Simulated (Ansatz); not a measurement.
# What PbO (model cell, started as NiAs type) distorts into, part 2 of 2

Aim: this structure of PbO (model cell, started as NiAs type) is to be tested for unstable modes, and one is followed downhill.

Ansatz 0.2.0; DFT PBEsol, scalar-relativistic, plane waves, PAW.

So far. Step 4 (The mode frozen in, largest atomic shift 0.32 Å): The run ends at a pressure of 1.34 GPa, with forces up to 0.42 eV/Å. Step 5 (Energy along the mode, all amplitudes (two of the runs …): The lowest of the steps tried is at 0.32 Å, 18.1 meV/atom below the parent; the bottom of the well need not coincide with a step.

The structure was built from a prototype and need not be the compound's stable phase.

**6. Relaxing from the distorted cell**

Starting from the lowest point found, all atoms and the cell are let go, so that strain and other modes of the same symmetry can join in.

Contents of input.yaml:

```yaml
crystal:
  lattice:
    - [-5.3153576808, -3.0688174296, 0.0]
    - [-5.315352694, 3.068826067, 0.0]
    - [0.0, 0.0, -6.4262845469]
  atoms:
    - { symbol: Pb, position: [0.0, -3.2e-08, 0.0023382014] }
    - { symbol: Pb, position: [0.6666666667, 0.6666666986, -0.0023381732] }
    - { symbol: Pb, position: [0.3333333333, 0.3333333333, -2.82e-08] }
    - { symbol: Pb, position: [0.0, -3.2e-08, 0.4976617986] }
    - { symbol: Pb, position: [0.6666666667, 0.6666666986, 0.5023381732] }
    - { symbol: Pb, position: [0.3333333333, 0.3333333333, 0.5000000282] }
    - { symbol: O, position: [0.3935362716, 0.9698990761, 0.75] }
    - { symbol: O, position: [-0.030099832, 0.6365646554, 0.75] }
    - { symbol: O, position: [0.6365657443, 0.3935351766, 0.75] }
    - { symbol: O, position: [0.2731303951, 0.696768681, 0.25] }
    - { symbol: O, position: [1.0301031078, 0.2731314901, 0.25] }
    - { symbol: O, position: [0.696767589, 1.0301009209, 0.25] }
kpoints:
  mp_grid: { grid: [6, 6, 6] }
hamiltonian:
  xc: pbesol
scf:
  occupations: { method: methfessel_paxton, width: 0.15 }
output:
  forces: true
  stress: true
  eigenvalues: true
relax:
  adjacent_minimum: "off"
  f_tol: 0.002
  max_steps: 120
  cell: { stress_tol: 0.03 }
```

On the command line:

```console
$ ansatz run input.yaml --threads 4 --pin off --max-ram 7168MiB --backend cpu --events-out ev --progress --plain --runs-dir out
```

Numbers of over 12 decimals in the logs are rounded to 6 here.

Output:

```text
[...]
Crystal: 12 atoms, lattice volume = 209.650 Å³
Basis set: ecut = 420 eV, 4083 PW (Γ), exchange–correlation on 90×90×90 points (8 copies of the dense FFT grid, shifted against one another)
Bands: 72, of which v1, the nominal top of the filled ones, is band 60 counted from 1 (59 counted from 0)
Symmetry: 12 space group operations
[...]
k-points: 32 of 216
[...]
SCF iter   1: F=—  HF=-73889.873602 eV  |F-HF|=—  |Δ(HF+E_count)|=         —  Δρ=1.52e-2  dr2=4.58e-1  ethr=1.77e-3  ⟨swp⟩=7.6  Hψ=10494  notcnv=0
[...]
SCF iter   6: F=-73889.782835 eV  HF=-73889.782834 eV  |F-HF|=4.06e-8  |Δ(HF+E_count)|=   4.51e-7  S|Δr|=    0.00e0  Δρ=4.64e-6  dr2=5.40e-8  ethr=8.33e-11  ⟨swp⟩=9.9  Hψ=12860  notcnv=0
SCF 1 converged in 6 iterations: F = -73889.782835 eV  dr2 = 5.40e-8
[...]
relax step   1: F+E_penalty+E_count = -73889.78283452 eV  Δ(F+E_penalty+E_count) = +0.000e0 eV  max|allowed force component| = 4.175e-1 eV/Å  Δτ_max = 0.0000 Å  P = +1.343 GPa  Ω = 209.650 Å³  (6 SCF iters, dr2 threshold 1.00e-7 eV, accepted)
Crystal: 12 atoms, lattice volume = 225.973 Å³
Basis set: ecut = 420 eV, 4401 PW (Γ), exchange–correlation on 90×90×90 points (8 copies of the dense FFT grid, shifted against one another)
[...]
iter 1 solved again at ethr=1.97e-4 eV; its pass at ethr=3.10e-3 eV (dr2=2.36e-1 eV) is discarded
[...]
SCF iter   7: F=-73889.397229 eV  HF=-73889.397229 eV  |F-HF|=7.16e-8  |Δ(HF+E_count)|=   1.60e-6  S|Δr|=    0.00e0  Δρ=5.65e-6  dr2=6.90e-8  ethr=1.00e-9  ⟨swp⟩=9.0  Hψ=10300  notcnv=0
SCF 2 converged in 7 iterations: F = -73889.397229 eV  dr2 = 6.90e-8
relax step   2: F+E_penalty+E_count = -73889.39722925 eV  Δ(F+E_penalty+E_count) = +3.856e-1 eV  max|allowed force component| = 9.807e-1 eV/Å  Δτ_max = 0.1650 Å  P = -1.918 GPa  Ω = 225.973 Å³  energy of the carried Pulay correction = -3.820e-2 eV  (7 SCF iters, dr2 threshold 1.20e-6 eV, rejected (line search))
Crystal: 12 atoms, lattice volume = 217.105 Å³
Basis set: ecut = 420 eV, 4221 PW (Γ), exchange–correlation on 90×90×90 points (8 copies of the dense FFT grid, shifted against one another)
[...]
SCF iter   9: F=-73889.923670 eV  HF=-73889.923670 eV  |F-HF|=2.91e-11  |Δ(HF+E_count)|=  2.91e-11  S|Δr|=    0.00e0  Δρ=5.13e-8  dr2=7.45e-12  ethr=1.00e-12  ⟨swp⟩=7.0  Hψ=9764  notcnv=0
SCF 3 converged in 9 iterations: F = -73889.923670 eV  dr2 = 7.45e-12
[...]
relax step   3: F+E_penalty+E_count = -73889.92366960 eV  Δ(F+E_penalty+E_count) = -1.408e-1 eV  max|allowed force component| = 1.959e-1 eV/Å  Δτ_max = 0.0759 Å  P = -1.091 GPa  Ω = 217.105 Å³  energy of the carried Pulay correction = -1.781e-2 eV  (9 SCF iters, accepted)
[... from here on, the SCF cycles and remarks between the steps are left out ...]
relax step   4: F+E_penalty+E_count = -73889.96416163 eV  Δ(F+E_penalty+E_count) = -4.049e-2 eV  max|allowed force component| = 2.093e-1 eV/Å  Δτ_max = 0.0682 Å  P = +1.023 GPa  Ω = 213.869 Å³  energy of the carried Pulay correction = -1.016e-2 eV  (5 SCF iters, dr2 threshold 1.20e-6 eV, accepted)
relax step   5: F+E_penalty+E_count = -73890.01657546 eV  Δ(F+E_penalty+E_count) = -5.241e-2 eV  max|allowed force component| = 1.925e-1 eV/Å  Δτ_max = 0.0380 Å  P = +0.385 GPa  Ω = 216.223 Å³  energy of the carried Pulay correction = -1.574e-2 eV  (5 SCF iters, dr2 threshold 1.20e-6 eV, accepted)
relax step   6: F+E_penalty+E_count = -73890.09334377 eV  Δ(F+E_penalty+E_count) = -7.677e-2 eV  max|allowed force component| = 5.990e-2 eV/Å  Δτ_max = 0.1620 Å  P = -0.149 GPa  Ω = 222.157 Å³  energy of the carried Pulay correction = -2.953e-2 eV  (6 SCF iters, dr2 threshold 1.20e-6 eV, accepted)
relax step   7: F+E_penalty+E_count = -73890.10713718 eV  Δ(F+E_penalty+E_count) = -1.379e-2 eV  max|allowed force component| = 3.461e-2 eV/Å  Δτ_max = 0.1200 Å  P = +0.014 GPa  Ω = 224.454 Å³  energy of the carried Pulay correction = -3.477e-2 eV  (6 SCF iters, dr2 threshold 3.53e-7 eV, accepted)
relax step   8: F+E_penalty+E_count = -73890.10718402 eV  Δ(F+E_penalty+E_count) = -4.684e-5 eV  max|allowed force component| = 6.008e-2 eV/Å  Δτ_max = 0.0483 Å  P = +0.126 GPa  Ω = 225.559 Å³  energy of the carried Pulay correction = -3.727e-2 eV  (6 SCF iters, dr2 threshold 7.49e-8 eV, accepted)
relax step   9: F+E_penalty+E_count = -73890.10601651 eV  Δ(F+E_penalty+E_count) = +1.168e-3 eV  max|allowed force component| = 3.305e-2 eV/Å  Δτ_max = 0.0620 Å  P = -0.032 GPa  Ω = 226.459 Å³  energy of the carried Pulay correction = -3.930e-2 eV  (6 SCF iters, dr2 threshold 2.26e-7 eV, accepted)
relax step  10: F+E_penalty+E_count = -73890.10601396 eV  Δ(F+E_penalty+E_count) = +2.552e-6 eV  max|allowed force component| = 6.157e-3 eV/Å  Δτ_max = 0.0025 Å  P = -0.044 GPa  Ω = 226.685 Å³  energy of the carried Pulay correction = -3.980e-2 eV  (4 SCF iters, dr2 threshold 1.57e-7 eV, accepted)
relax step  11: F+E_penalty+E_count = -73890.10629531 eV  Δ(F+E_penalty+E_count) = -2.814e-4 eV  max|allowed force component| = 2.065e-3 eV/Å  Δτ_max = 0.0021 Å  P = +0.018 GPa  Ω = 226.567 Å³  energy of the carried Pulay correction = -3.954e-2 eV  (5 SCF iters, dr2 threshold 1.11e-8 eV, accepted)
relax step  12: F+E_penalty+E_count = -73890.10616429 eV  Δ(F+E_penalty+E_count) = +1.310e-4 eV  max|allowed force component| = 1.211e-4 eV/Å  Δτ_max = 0.0012 Å  P = +0.000 GPa  Ω = 226.627 Å³  energy of the carried Pulay correction = -3.967e-2 eV  (5 SCF iters, dr2 threshold 2.66e-10 eV, accepted)
relax step  13: F+E_penalty+E_count = -73890.16484740 eV  Δ(F+E_penalty+E_count) = -5.868e-2 eV  max|allowed force component| = 1.714e-3 eV/Å  Δτ_max = 0.0000 Å  P = +0.378 GPa  Ω = 226.627 Å³  stress off target by 4.31e-1 GPa  SCF on the basis re-selected at this cell (its energy is not comparable with the rows above)  (6 SCF iters)
relax step  14: F+E_penalty+E_count = -73890.16262653 eV  Δ(F+E_penalty+E_count) = +2.221e-3 eV  max|allowed force component| = 6.584e-3 eV/Å  Δτ_max = 0.0833 Å  P = -0.044 GPa  Ω = 229.076 Å³  energy of the carried Pulay correction = -5.499e-3 eV  (6 SCF iters, dr2 threshold 4.63e-7 eV, accepted)
relax step  15: F+E_penalty+E_count = -73890.16211327 eV  Δ(F+E_penalty+E_count) = +5.133e-4 eV  max|allowed force component| = 4.684e-3 eV/Å  Δτ_max = 0.0220 Å  P = -0.055 GPa  Ω = 229.355 Å³  energy of the carried Pulay correction = -6.135e-3 eV  (6 SCF iters, dr2 threshold 4.89e-9 eV, accepted)
relax step  16: F+E_penalty+E_count = -73890.16197880 eV  Δ(F+E_penalty+E_count) = +1.345e-4 eV  max|allowed force component| = 3.586e-3 eV/Å  Δτ_max = 0.0229 Å  P = -0.050 GPa  Ω = 229.463 Å³  energy of the carried Pulay correction = -6.389e-3 eV  (6 SCF iters, dr2 threshold 9.38e-9 eV, accepted)
relax step  17: F+E_penalty+E_count = -73890.16225500 eV  Δ(F+E_penalty+E_count) = -2.762e-4 eV  max|allowed force component| = 1.275e-2 eV/Å  Δτ_max = 0.0193 Å  P = +0.013 GPa  Ω = 229.374 Å³  energy of the carried Pulay correction = -6.183e-3 eV  (6 SCF iters, dr2 threshold 7.07e-9 eV, accepted)
relax step  18: F+E_penalty+E_count = -73890.16227870 eV  Δ(F+E_penalty+E_count) = -2.370e-5 eV  max|allowed force component| = 6.062e-3 eV/Å  Δτ_max = 0.0207 Å  P = -0.011 GPa  Ω = 229.380 Å³  energy of the carried Pulay correction = -6.190e-3 eV  (6 SCF iters, dr2 threshold 1.02e-8 eV, accepted)
relax step  19: F+E_penalty+E_count = -73890.16222023 eV  Δ(F+E_penalty+E_count) = +5.847e-5 eV  max|allowed force component| = 1.251e-3 eV/Å  Δτ_max = 0.0115 Å  P = -0.010 GPa  Ω = 229.413 Å³  energy of the carried Pulay correction = -6.272e-3 eV  (6 SCF iters, dr2 threshold 6.65e-9 eV, accepted)
[...]
SCF iter   5: F=-73890.168790 eV  HF=-73890.168790 eV  |F-HF|=0.00e0  |Δ(HF+E_count)|=  3.06e-10  S|Δr|=    0.00e0  Δρ=4.51e-8  dr2=4.68e-12  ethr=1.00e-12  ⟨swp⟩=7.6  Hψ=10512  notcnv=0
SCF 20 converged in 5 iterations: F = -73890.168790 eV  dr2 = 4.68e-12
[...]
relax step  20: F+E_penalty+E_count = -73890.16878973 eV  Δ(F+E_penalty+E_count) = -6.570e-3 eV  max|allowed force component| = 1.439e-3 eV/Å  Δτ_max = 0.0000 Å  P = +0.009 GPa  Ω = 229.413 Å³  stress off target by 1.26e-2 GPa  SCF on the basis re-selected at this cell (its energy is not comparable with the rows above)  (5 SCF iters)
[...]
SCF converged after 5 iterations
[...]
Free energy (F): -73890.168790 eV
[...]
Internal energy: -73890.168816 eV  (E = F + TS)
E sigma→0 (E₀):  -73890.168796 eV
Entropy (-TS):   0.000026 eV (0.002 meV/atom)
Fermi energy:    9.483182 eV
Step filling:    the computed levels leave a gap of 0.6751 eV = 4.5 smearing widths at the electron count; against every level under it full and every level over it empty, smearing changes F+E_penalty+E_count by +2.30e-3 meV and its σ→0 estimate by -4.24e-3 meV
[...]
--- Forces (eV/Å), atoms counted from 1 ---
  atom   1  Pb    -0.00000000     0.00000000     0.00009582
  atom   2  Pb     0.00000000    -0.00000000    -0.00009582
  atom   3  Pb     0.00000000    -0.00000000    -0.00000000
  atom   4  Pb    -0.00000000     0.00000000    -0.00009582
  atom   5  Pb     0.00000000    -0.00000000     0.00009582
  atom   6  Pb     0.00000000     0.00000000    -0.00000000
  atom   7  O     -0.00074363     0.00123286    -0.00000000
  atom   8  O     -0.00069587    -0.00126043     0.00000000
  atom   9  O      0.00143950     0.00002757     0.00000000
  atom  10  O      0.00074363    -0.00123286     0.00000000
  atom  11  O     -0.00143950    -0.00002757    -0.00000000
  atom  12  O      0.00069587     0.00126043    -0.00000000
  max |Σ_I F_I| component: 7.16e-18 eV/Å
--- Stress (GPa, compression-positive) ---
        0.012558      -0.000000       0.000000
        0.000000       0.012558      -0.000000
        0.000000      -0.000000       0.003341
  P = ⅓ Tr σ = 0.0095 GPa (0.095 kbar)
--- Band table (eV; the first three rows and the last of 32) ---
  k-point 0: bands = [... 56 lower, 7.5150, 7.6712, 7.7624, 9.1409, 9.8160, 10.7576, 10.7576, 11.5639, ... 8 higher]
  k-point 1: bands = [... 56 lower, 7.5309, 7.7453, 8.1868, 8.4005, 10.6334, 10.6334, 10.6883, 11.3891, ... 8 higher]
  k-point 2: bands = [... 56 lower, 7.5747, 7.6588, 7.6985, 8.5736, 10.5191, 10.5191, 11.0058, 11.0058, ... 8 higher]
  k-point 31: bands = [... 56 lower, 7.3151, 7.3151, 8.1375, 8.1375, 11.2003, 11.2003, 11.5004, 11.5004, ... 8 higher]
--- Relaxed structure (18 steps of the walk, 17 accepted, 2 SCFs on fresh bases) ---
  F+E_penalty+E_count = -73890.16878973 eV   max|allowed force component| = 1.439e-3 eV/Å   (the final SCF, on the basis selected at the relaxed cell)
  cell:  # Å, volume = 229.4129 Å³
    - [-5.512885, -3.182860, 0.0]
    - [-5.512880, 3.182869, 0.0]
    - [0.0, 0.0, -6.537187]
  atoms:
    - { symbol: Pb, position: [-3.3503632347805794e-17, -1.3569343242037924e-17, 0.017807] }
    - { symbol: Pb, position: [0.666667, 0.666667, -0.017807] }
    - { symbol: Pb, position: [0.333333, 0.333333, 2.848605218050299e-17] }
[...]
- { symbol: Pb, position: [0.666667, 0.666667, 0.517807] }
    - { symbol: Pb, position: [0.333333, 0.333333, 0.5] }
    - { symbol: O, position: [0.510689, 0.977646, 0.75] }
    - { symbol: O, position: [-0.022354, 0.511666, 0.75] }
    - { symbol: O, position: [0.511666, 0.510689, 0.75] }
    - { symbol: O, position: [0.155978, 0.689021, 0.250000] }
    - { symbol: O, position: [1.155001, 0.155978, 0.250000] }
    - { symbol: O, position: [0.689021, 1.155001, 0.250000] }
```

Elapsed: 3.3 min, on 4 threads of Arm Neoverse V1, shared host; peak memory 0.94 GiB.

Step by step:

```tsv
step	energy less that of the first step (eV)	largest force component (eV/Å)	pressure (GPa)	volume (Å³)
1	0.0000	0.4175	1.34	209.65
2	0.3856	0.9807	-1.92	225.97
3	-0.1408	0.1959	-1.09	217.10
4	-0.1813	0.2093	1.02	213.87
5	-0.2337	0.1925	0.39	216.22
6	-0.3105	0.0599	-0.15	222.16
7	-0.3243	0.0346	0.01	224.45
8	-0.3243	0.0601	0.13	225.56
9	-0.3232	0.0330	-0.03	226.46
10	-0.3232	0.0062	-0.04	226.69
11	-0.3235	0.0021	0.02	226.57
12	-0.3233	0.0001	0.00	226.63
13*	-0.3820	0.0017	0.38	226.63
14	-0.3798	0.0066	-0.04	229.08
15	-0.3793	0.0047	-0.06	229.35
16	-0.3791	0.0036	-0.05	229.46
17	-0.3794	0.0128	0.01	229.37
18	-0.3794	0.0061	-0.01	229.38
19	-0.3794	0.0013	-0.01	229.41
20*	-0.3860	0.0014	0.01	229.41
```

Relaxation steps marked * repeat the geometry before them on a plane-wave basis chosen anew for their cell, so energy and pressure can jump there. Relaxation step 2 was tried and not accepted.

Forces are held to the 12 operations that the run works with; a distortion that breaks them can't arise in this run.

```tsv
conventional cell, symmetrised	before	after	change
a (Å)	6.138	6.366	+3.7 %
b (Å)	6.138	6.366	+3.7 %
c (Å)	6.426	6.537	+1.7 %
volume (Å³/atom)	17.47	19.12	+9.4 %
```

The atoms that moved most (Å, as changes of fractional coordinates times the final cell):

```tsv
atom	dx	dy	dz	length
O12	-0.646	0.422	0.000	0.772
O9	0.043	0.770	0.000	0.772
O10	0.689	0.348	0.000	0.772
O8	0.646	-0.422	0.000	0.772
O7	-0.689	-0.348	0.000	0.772
O11	-0.043	-0.770	0.000	0.772
Pb5	0.000	0.000	-0.101	0.101
Pb2	0.000	0.000	0.101	0.101
```

The relaxed structure:

```cif
data_structure
_symmetry_space_group_name_H-M 'P 1'
_symmetry_Int_Tables_number 1
_cell_length_a 6.3657
_cell_length_b 6.3657
_cell_length_c 6.5372
_cell_angle_alpha 90.000
_cell_angle_beta 90.000
_cell_angle_gamma 60.000
_cell_volume 229.41
loop_
_atom_site_label
_atom_site_type_symbol
_atom_site_fract_x
_atom_site_fract_y
_atom_site_fract_z
_atom_site_occupancy
Pb1 Pb 0.00000 0.00000 0.01781 1
Pb2 Pb 0.66667 0.66667 0.98219 1
Pb3 Pb 0.33333 0.33333 0.00000 1
Pb4 Pb 0.00000 0.00000 0.48219 1
Pb5 Pb 0.66667 0.66667 0.51781 1
Pb6 Pb 0.33333 0.33333 0.50000 1
O7 O 0.51069 0.97765 0.75000 1
O8 O 0.97765 0.51167 0.75000 1
O9 O 0.51167 0.51069 0.75000 1
O10 O 0.15598 0.68902 0.25000 1
O11 O 0.15500 0.15598 0.25000 1
O12 O 0.68902 0.15500 0.25000 1
```

Numbers from this step:

```yaml
pressure: 0.009486 GPa
volume_per_atom: 19.12 Å³
gap_on_the_k_mesh: 0.6751 eV
```

The distorted start has space group P6_3/m; the relaxation ends in P6_3/mmc.

**7. The phases reached**

The phases reached along the modes that were followed are set side by side.

Energies are those of the first relaxation, on the mesh of the frozen mode; space group, volume and gap are those of the last relaxation. Phases, by row:

```tsv
mode frozen in	space group	energy from parent (meV/atom)	volume (Å³/atom)	gap on mesh (eV)	lowest zone-centre optical mode (cm⁻¹)	largest shift (Å)
parent	P6_3/mmc	0	17.47	0	–	–
q = (0, 0, 0), 187i cm⁻¹	P6_3mc	-70.11	19.05	0.77	-11.2	0.315
q = (0.333, 0.333, 0), 174i cm⁻¹	P6_3/mmc	-50.25	19.12	0.675	–	1.065
```

**8. What came out**

- unstable mode of the parent: q = (0.333, 0.333, 0), 174i cm⁻¹
- depth at the lowest point sampled: 18.1 meV/atom
- largest atomic shift at that point: 0.32 Å
- space group reached (within 0.01 Å): P6_3/mmc
- energy gained over the parent (first relaxation, on the mesh of the frozen mode): 50.3 meV/atom
- volume per atom, phase reached: 19.1 Å³
- gap on the k-mesh, phase reached: 0.675 eV

**Reading.** Along this mode the structure falls into P6_3/mmc, 50.3 meV/atom below the parent. At the parent's cell the well is 18.08 meV/atom deep on the steps tried, with its lowest point at a shift of 0.32 Å. Relaxing atoms and cell changes the gain by +32.17 meV/atom against the lowest step (energies at zero smearing). Most of the total comes from this relaxation. The end point has the space group of the parent. The modes of the phase reached were not computed on this path. Of the 2 patterns followed to their end from this parent, this one ends 19.9 meV/atom above the lowest, P6_3mc. Each path keeps the symmetry of its pattern, so a lower phase may lie along a pattern not tried. The q mesh is too sparse to interpolate, so only the solved wavevectors are given. With no gap, or one that is small against the smearing, the frequencies hang on the k mesh and the smearing, most of all near Kohn anomalies. A semilocal functional can close a gap that the real compound would have, so the metallic treatment may be an artefact of the level. Spin-orbit coupling is left out, which can matter for the heavy elements here. The starting cell was built on a prototype and not taken from a measurement, so the phase need not exist.

[Logs are printed without paths, hosts, clocks, repeated set-up lines and the standing remarks that a program may print on its own settings, such as how far it seeks lower states.]

[Hosts, paths, dates, database ids (printed as entryN), source tags and the programs' standing remarks are cut or masked in the printed files.]
